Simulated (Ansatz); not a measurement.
# What SrPbSe3 (model cell, started as cubic perovskite with Pb in the octahedra) distorts into, part 2 of 3

Aim: this structure of SrPbSe3 (model cell, started as cubic perovskite with Pb in the octahedra) is to be tested for unstable modes, and one is followed downhill.

Ansatz 0.2.0; DFT PBE, scalar-relativistic, plane waves, PAW; PAW set soft_1.

So far, highest frequency on the path or at a solved wavevector (cm⁻¹): step 2 (the dispersion) 198. Also lowest frequency on the path (cm⁻¹): step 2 -90.1.

The structure was built from a prototype and need not be the compound's stable phase.

**5. Energy along the mode, all amplitudes (two of the runs are shown above)**

An imaginary frequency means negative curvature, so the energy should fall and then rise again as anharmonic terms take over.

Numbers from this step:

```yaml
depth_at_the_lowest_point_sampled: 61.76 meV/atom
largest_atomic_shift_at_that_point: 0.45 Å
```

Table of energy from the parent by largest atomic shift:

```
largest atomic shift (Å)  energy from the parent (meV/atom)
                   0.000                                  0
                   0.040                             -0.772
                   0.080                              -3.06
                   0.140                              -9.15
                   0.220                              -21.4
                   0.320                              -40.2
                   0.450                              -61.8
                   0.600                              -57.9
```

Displacement at unit largest shift by atom:

```
atom   x (Å)   y (Å)   z (Å)   size
 Sr1   0.577  -0.577  -0.577  0.999
 Pb2   0.112  -0.112  -0.112  0.194
 Se3  -0.466   0.466   0.002  0.659
 Se4  -0.466   0.002   0.466  0.659
 Se5  -0.002   0.466   0.466  0.659
```

The lowest of the steps tried is at 0.45 Å, 61.8 meV/atom below the parent; the bottom of the well need not coincide with a step.

**6. Relaxing from the distorted cell**

Starting from the lowest point found, all atoms and the cell are let go, so that strain and other modes of the same symmetry can join in.

input.yaml

```yaml
crystal:
  lattice:
    - [5.4577123742, 0.0, 0.0]
    - [0.0, 5.4577123742, 0.0]
    - [0.0, 0.0, 5.4577123742]
  atoms:
    - { symbol: Sr, position: [0.0476037584, -0.0476037584, -0.0476037584] }
    - { symbol: Pb, position: [0.5092538551, 0.4907461449, 0.4907461449] }
    - { symbol: Se, position: [0.4615538171, 0.5384461829, 0.0002047974] }
    - { symbol: Se, position: [0.4615538171, 0.0002047974, 0.5384461829] }
    - { symbol: Se, position: [-0.0002047974, 0.5384461829, 0.5384461829] }
kpoints:
  mp_grid: { grid: [8, 8, 8] }
hamiltonian:
  xc: pbe
  pseudopotentials: { kind: paw, azcp: { folder: soft_1 } }
scf:
  occupations: { method: methfessel_paxton, width: 0.2 }
output:
  forces: true
  stress: true
  eigenvalues: true
relax:
  adjacent_minimum: "off"
  f_tol: 0.002
  max_steps: 120
  cell: { stress_tol: 0.03 }
```

The run is started by

```console
> ansatz run input.yaml --threads 4 --pin off --max-ram 16384MiB --backend cpu --events-out ev --progress --plain --runs-dir out
```

Numbers of over 12 decimals in the logs are rounded to 6 here.

What it wrote:

```text
[...]
Crystal: 5 atoms, lattice volume = 162.567 Å³
Basis set: ecut = 420 eV, 3191 PW (Γ), exchange–correlation on 80×80×80 points (8 copies of the dense FFT grid, shifted against one another)
Bands: 44, of which v1, the nominal top of the filled ones, is band 36 counted from 1 (35 counted from 0)
Symmetry: 6 space group operations
[...]
k-points: 65 of 512 (time reversal used)
[...]
SCF iter   1: F=—  HF=-31865.042298 eV  |F-HF|=—  |Δ(HF+E_count)|=         —  Δρ=3.38e-2  dr2=4.97e0  ethr=3.10e-3  ⟨swp⟩=8.2  Hψ=13783  notcnv=0
[...]
SCF iter   8: F=-31863.268492 eV  HF=-31863.268492 eV  |F-HF|=3.35e-8  |Δ(HF+E_count)|=   1.42e-6  S|Δr|=    0.00e0  Δρ=7.16e-6  dr2=7.67e-8  ethr=1.39e-10  ⟨swp⟩=15.8  Hψ=18040  notcnv=0
SCF 1 converged in 8 iterations: F = -31863.268492 eV  dr2 = 7.67e-8
[...]
relax step   1: F+E_penalty+E_count = -31863.26849199 eV  Δ(F+E_penalty+E_count) = +0.000e0 eV  max|allowed force component| = 1.833e-1 eV/Å  Δτ_max = 0.0000 Å  P = +1.081 GPa  Ω = 162.567 Å³  (8 SCF iters, dr2 threshold 1.00e-7 eV, accepted)
Crystal: 5 atoms, lattice volume = 169.139 Å³
Basis set: ecut = 420 eV, 3323 PW (Γ), exchange–correlation on 80×80×80 points (8 copies of the dense FFT grid, shifted against one another)
[...]
SCF iter   6: F=-31863.361737 eV  HF=-31863.361737 eV  |F-HF|=9.32e-8  |Δ(HF+E_count)|=   1.34e-6  S|Δr|=    0.00e0  Δρ=1.16e-5  dr2=3.62e-7  ethr=6.94e-10  ⟨swp⟩=6.7  Hψ=16335  notcnv=0
SCF 2 converged in 6 iterations: F = -31863.361737 eV  dr2 = 3.62e-7
[...]
relax step   2: F+E_penalty+E_count = -31863.36173661 eV  Δ(F+E_penalty+E_count) = -9.324e-2 eV  max|allowed force component| = 1.802e-1 eV/Å  Δτ_max = 0.0766 Å  P = -0.063 GPa  Ω = 169.139 Å³  energy of the carried Pulay correction = -4.092e-4 eV  (6 SCF iters, dr2 threshold 5.00e-7 eV, accepted)
Crystal: 5 atoms, lattice volume = 171.254 Å³
Basis set: ecut = 420 eV, 3341 PW (Γ), exchange–correlation on 80×80×80 points (8 copies of the dense FFT grid, shifted against one another)
[...]
SCF iter   6: F=-31863.394349 eV  HF=-31863.394349 eV  |F-HF|=1.51e-7  |Δ(HF+E_count)|=   2.12e-7  S|Δr|=    0.00e0  Δρ=1.24e-5  dr2=3.23e-7  ethr=6.94e-10  ⟨swp⟩=8.6  Hψ=19139  notcnv=0
SCF 3 converged in 6 iterations: F = -31863.394349 eV  dr2 = 3.23e-7
relax step   3: F+E_penalty+E_count = -31863.39434872 eV  Δ(F+E_penalty+E_count) = -3.261e-2 eV  max|allowed force component| = 2.424e-1 eV/Å  Δτ_max = 0.1307 Å  P = +0.677 GPa  Ω = 171.254 Å³  energy of the carried Pulay correction = -5.375e-4 eV  (6 SCF iters, dr2 threshold 5.00e-7 eV, accepted)
[...]
relax step   4: F+E_penalty+E_count = -31863.41071630 eV  Δ(F+E_penalty+E_count) = -1.637e-2 eV  max|allowed force component| = 1.301e-1 eV/Å  Δτ_max = 0.0817 Å  P = -0.129 GPa  Ω = 172.238 Å³  energy of the carried Pulay correction = -5.966e-4 eV  (6 SCF iters, dr2 threshold 5.00e-7 eV, accepted)
[...]
relax step   5: F+E_penalty+E_count = -31863.41513436 eV  Δ(F+E_penalty+E_count) = -4.418e-3 eV  max|allowed force component| = 2.308e-2 eV/Å  Δτ_max = 0.0360 Å  P = +0.059 GPa  Ω = 170.817 Å³  energy of the carried Pulay correction = -5.111e-4 eV  (6 SCF iters, dr2 threshold 5.00e-7 eV, accepted)
[...]
relax step   6: F+E_penalty+E_count = -31863.41617206 eV  Δ(F+E_penalty+E_count) = -1.038e-3 eV  max|allowed force component| = 4.958e-3 eV/Å  Δτ_max = 0.0177 Å  P = +0.008 GPa  Ω = 171.438 Å³  energy of the carried Pulay correction = -5.485e-4 eV  (6 SCF iters, dr2 threshold 3.33e-8 eV, accepted)
[...]
relax step   7: F+E_penalty+E_count = -31863.41618745 eV  Δ(F+E_penalty+E_count) = -1.539e-5 eV  max|allowed force component| = 8.603e-4 eV/Å  Δτ_max = 0.0023 Å  P = +0.004 GPa  Ω = 171.539 Å³  energy of the carried Pulay correction = -5.546e-4 eV  (6 SCF iters, dr2 threshold 1.54e-9 eV, accepted)
[...]
SCF iter   8: F=-31863.416769 eV  HF=-31863.416769 eV  |F-HF|=0.00e0  |Δ(HF+E_count)|=  5.60e-10  S|Δr|=    0.00e0  Δρ=8.09e-8  dr2=1.22e-11  ethr=1.00e-12  ⟨swp⟩=6.2  Hψ=15410  notcnv=0
the search or the solves at the SCF's close seem to have found levels that the self-consistency loop had missed (the run counts 1). By its estimate they hold under 1e-12 electrons; where the run keeps them, the occupations were computed again with them
SCF 8 converged in 8 iterations: F = -31863.416769 eV  dr2 = 1.22e-11
relax step   8: F+E_penalty+E_count = -31863.41676938 eV  Δ(F+E_penalty+E_count) = -5.819e-4 eV  max|allowed force component| = 8.114e-4 eV/Å  Δτ_max = 0.0000 Å  P = +0.005 GPa  Ω = 171.539 Å³  stress off target by 1.09e-2 GPa  SCF on the basis re-selected at this cell (its energy is not comparable with the rows above)  (8 SCF iters)
basis re-selected at this cell: Δ(F+E_penalty+E_count) = -5.819e-4 eV, ΔP = +0.001 GPa vs the last step (what re-selecting the basis moved, of the pressure what is left beyond the Pulay correction that the steps carried, after the strain that the cell walked since its last selection, with what the two solves' SCF thresholds leave and, on support functions, any second-order correction that the steps lacked; it is no m [...]
SCF converged after 8 iterations
[...]
Free energy (F): -31863.416769 eV
[...]
Internal energy: -31863.422618 eV  (E = F + TS)
E sigma→0 (E₀):  -31863.418232 eV
Entropy (-TS):   0.005849 eV (1.170 meV/atom)
Fermi energy:    5.670750 eV
[...]
--- Forces (eV/Å), atoms counted from 1 ---
  atom   1  Sr     0.00055084    -0.00055084    -0.00055084
  atom   2  Pb    -0.00025254     0.00025254     0.00025254
  atom   3  Se    -0.00055533     0.00055533    -0.00081117
  atom   4  Se    -0.00055533    -0.00081117     0.00055533
  atom   5  Se     0.00081117     0.00055533     0.00055533
  max |Σ_I F_I| component: 1.19e-6 eV/Å
--- Stress (GPa, compression-positive) ---
        0.005425      -0.002758      -0.002758
       -0.002758       0.005425       0.002758
       -0.002758       0.002758       0.005425
  P = ⅓ Tr σ = 0.0054 GPa (0.054 kbar)
--- Band table (eV; the first three rows and the last of 65) ---
  k-point 0: bands = [... 32 lower, 4.3968, 4.7959, 5.3340, 5.3340, 5.3740, 7.7510, 8.9287, 9.4180, ... 4 higher]
  k-point 1: bands = [... 32 lower, 4.3741, 4.7168, 5.2138, 5.3113, 5.3965, 7.9660, 8.9813, 9.4845, ... 4 higher]
  k-point 2: bands = [... 32 lower, 4.2539, 4.6765, 5.0385, 5.3626, 5.3700, 8.4985, 9.1196, 9.6416, ... 4 higher]
  k-point 64: bands = [... 32 lower, 4.9967, 5.5281, 5.5281, 6.0319, 6.3601, 8.3730, 8.5371, 8.5371, ... 4 higher]
--- Relaxed structure (7 steps of the walk, 7 accepted, 1 SCFs on fresh bases) ---
  F+E_penalty+E_count = -31863.41676938 eV   max|allowed force component| = 8.114e-4 eV/Å   (the final SCF, on the basis selected at the relaxed cell)
  cell:  # Å, volume = 171.5394 Å³
    - [5.562359, -0.185117, -0.185117]
    - [-0.185117, 5.562359, 0.185117]
    - [-0.185117, 0.185117, 5.562359]
  atoms:
    - { symbol: Sr, position: [0.060943, -0.060943, -0.060943] }
    - { symbol: Pb, position: [0.525000, 0.475000, 0.475000] }
    - { symbol: Se, position: [0.444376, 0.555624, -0.00506494] }
    - { symbol: Se, position: [0.444376, -0.00506494, 0.555624] }
    - { symbol: Se, position: [0.00506494, 0.555624, 0.555624] }
```

It took 2.2 min on 4 threads of Arm Neoverse V1, shared host; peak memory 0.72 GiB.

Relaxation path:

```
step  energy less that of the first step (eV)  largest force component (eV/Å)  pressure (GPa)  volume (Å³)
   1                                   0.0000                          0.1833            1.08       162.57
   2                                  -0.0932                          0.1802           -0.06       169.14
   3                                  -0.1259                          0.2424            0.68       171.25
   4                                  -0.1422                          0.1301           -0.13       172.24
   5                                  -0.1466                          0.0231            0.06       170.82
   6                                  -0.1477                          0.0050            0.01       171.44
   7                                  -0.1477                          0.0009            0.00       171.54
  8*                                  -0.1483                          0.0008            0.01       171.54
```

Relaxation steps marked * repeat the geometry before them on a plane-wave basis chosen anew for their cell, so energy and pressure can jump there.

Forces are held to the 6 operations that the run works with; a distortion that breaks them can't arise in this run.

```
conventional cell, symmetrised  before   after  change
                         a (Å)   7.718   7.605  -1.5 %
                         b (Å)   7.718   7.605  -1.5 %
                         c (Å)   9.453  10.276  +8.7 %
              volume (Å³/atom)   32.51   34.31  +5.5 %
```

The atoms that moved most (Å, as changes of fractional coordinates times the final cell):

```
atom      dx      dy      dz  length
 Pb2   0.093  -0.093  -0.093   0.162
 Se3  -0.098   0.098  -0.023   0.140
 Se5   0.023   0.098   0.098   0.140
 Se4  -0.098  -0.023   0.098   0.140
 Sr1   0.079  -0.079  -0.079   0.137
```

Final coordinates:

```xyz
5
Lattice="5.5624 -0.1851 -0.1851 -0.1851 5.5624 0.1851 -0.1851 0.1851 5.5624" Properties=species:S:1:pos:R:3 pbc="T T T"
Sr    0.3615   -0.3615   -0.3615
Pb    2.7444    2.6329    2.6329
Se    2.3699    3.0074   -0.0076
Se    2.3699   -0.0076    3.0074
Se   -0.1775    3.1925    3.1925
```

This step gave:

```yaml
pressure: 0.005425 GPa
volume_per_atom: 34.31 Å³
```

The distorted start has space group R3m; the relaxation ends in R3m.

**7. The new phase in its own primitive cell**

The relaxed structure is symmetrised, reduced to its primitive cell and relaxed tightly, as its phonons need.

input.yaml, the sections that differ from step 6:

```yaml
crystal:
  lattice:
    - [3.8022842462, 2.1952498331, 3.4251848545]
    - [-3.8022842462, 2.1952498331, 3.4251848545]
    - [0.0, -4.3904996661, 3.4251848545]
  atoms:
    - { symbol: Sr, position: [0.0609429697, 0.0609429697, 0.0609429697] }
    - { symbol: Pb, position: [0.5250003409, 0.5250003409, 0.5250003409] }
    - { symbol: Se, position: [0.4443760985, 0.0050649428, 0.4443760985] }
    - { symbol: Se, position: [0.0050649428, 0.4443760985, 0.4443760985] }
    - { symbol: Se, position: [0.4443760985, 0.4443760985, 0.0050649428] }
kpoints:
  mp_grid: { grid: [6, 6, 6] }
relax:
  adjacent_minimum: "off"
  f_tol: 0.001
  max_steps: 60
  cell: { stress_tol: 0.01 }
# hamiltonian, scf, output: as in step 6
```

What it wrote:

```text
[...]
Crystal: 5 atoms, lattice volume = 171.539 Å³
Basis set: ecut = 420 eV, 3359 PW (Γ), exchange–correlation on 80×80×80 points (8 copies of the dense FFT grid, shifted against one another)
Bands: 44, of which v1, the nominal top of the filled ones, is band 36 counted from 1 (35 counted from 0)
Symmetry: 6 space group operations
[...]
k-points: 32 of 216 (time reversal used)
[...]
cell:  # Å, volume = 171.8016 Å³
    - [3.801818, 2.194981, 3.431263]
    - [-3.801818, 2.194981, 3.431263]
    - [2.2933662178154976e-19, -4.389961, 3.431263]
  atoms:
    - { symbol: Sr, position: [0.060149, 0.060149, 0.060149] }
    - { symbol: Pb, position: [0.527589, 0.527589, 0.527589] }
    - { symbol: Se, position: [0.442656, 0.00671032, 0.442656] }
    - { symbol: Se, position: [0.00671032, 0.442656, 0.442656] }
    - { symbol: Se, position: [0.442656, 0.442656, 0.00671032] }
[key lines of the parts left out:]
SCF converged after 7 iterations
Free energy (F): -31863.404497 eV
Fermi energy:    5.687636 eV
P = ⅓ Tr σ = 0.0025 GPa (0.025 kbar)
```

Wall time 38 s (4 threads); peak memory 0.58 GiB; 2.5 min of CPU time.

Step by step:

```
step  energy less that of the first step (eV)  largest force component (eV/Å)  pressure (GPa)  volume (Å³)
   1                                   0.0000                          0.0415            0.04       171.54
   2                                  -0.0009                          0.0359            0.00       171.68
   3                                  -0.0011                          0.0228            0.00       171.74
   4                                  -0.0012                          0.0008            0.00       171.80
  5*                                  -0.0012                          0.0008            0.00       171.80
```

Relaxation steps marked * repeat the geometry before them on a plane-wave basis chosen anew for their cell, so energy and pressure can jump there.

The run keeps the 6 symmetry operations that it works with, so distortions that break them were not tested.

```
conventional cell, symmetrised  before   after  change
                         a (Å)   7.605   7.604  -0.0 %
                         b (Å)   7.605   7.604  -0.0 %
                         c (Å)  10.276  10.294  +0.2 %
              volume (Å³/atom)   34.31   34.36  +0.2 %
```

The atoms that moved most (Å, as changes of fractional coordinates times the final cell):

```
atom      dx      dy      dz  length
 Pb2   0.000   0.000   0.027   0.027
 Se4   0.013   0.007  -0.006   0.016
 Se3  -0.013   0.007  -0.006   0.016
 Se5   0.000  -0.015  -0.006   0.016
 Sr1   0.000   0.000  -0.008   0.008
```

Final coordinates:

```xyz
5
Lattice="3.8018 2.1950 3.4313 -3.8018 2.1950 3.4313 0.0000 -4.3900 3.4313" Properties=species:S:1:pos:R:3 pbc="T T T"
Sr    0.0000    0.0000    0.6192
Pb    0.0000    0.0000    5.4309
Se    1.6574   -0.9569    3.0608
Se   -1.6574   -0.9569    3.0608
Se    0.0000    1.9138    3.0608
```

Numbers from this step:

| Quantity | Value |
| --- | --- |
| pressure | 0.002453 GPa |
| volume per atom | 34.36 Å³ |

The largest force component left is 0.84 meV/Å and the pressure is 0.002 GPa, within the tolerances set. The cell now holds 34.36 Å³/atom.

[end of part 2 of 3]

[Logs are printed without paths, hosts, clocks, repeated set-up lines and the standing remarks that a program may print on its own settings, such as how far it seeks lower states.]

[Hosts, paths, dates, database ids (printed as entryN), source tags and the programs' standing remarks are cut or masked in the printed files.]
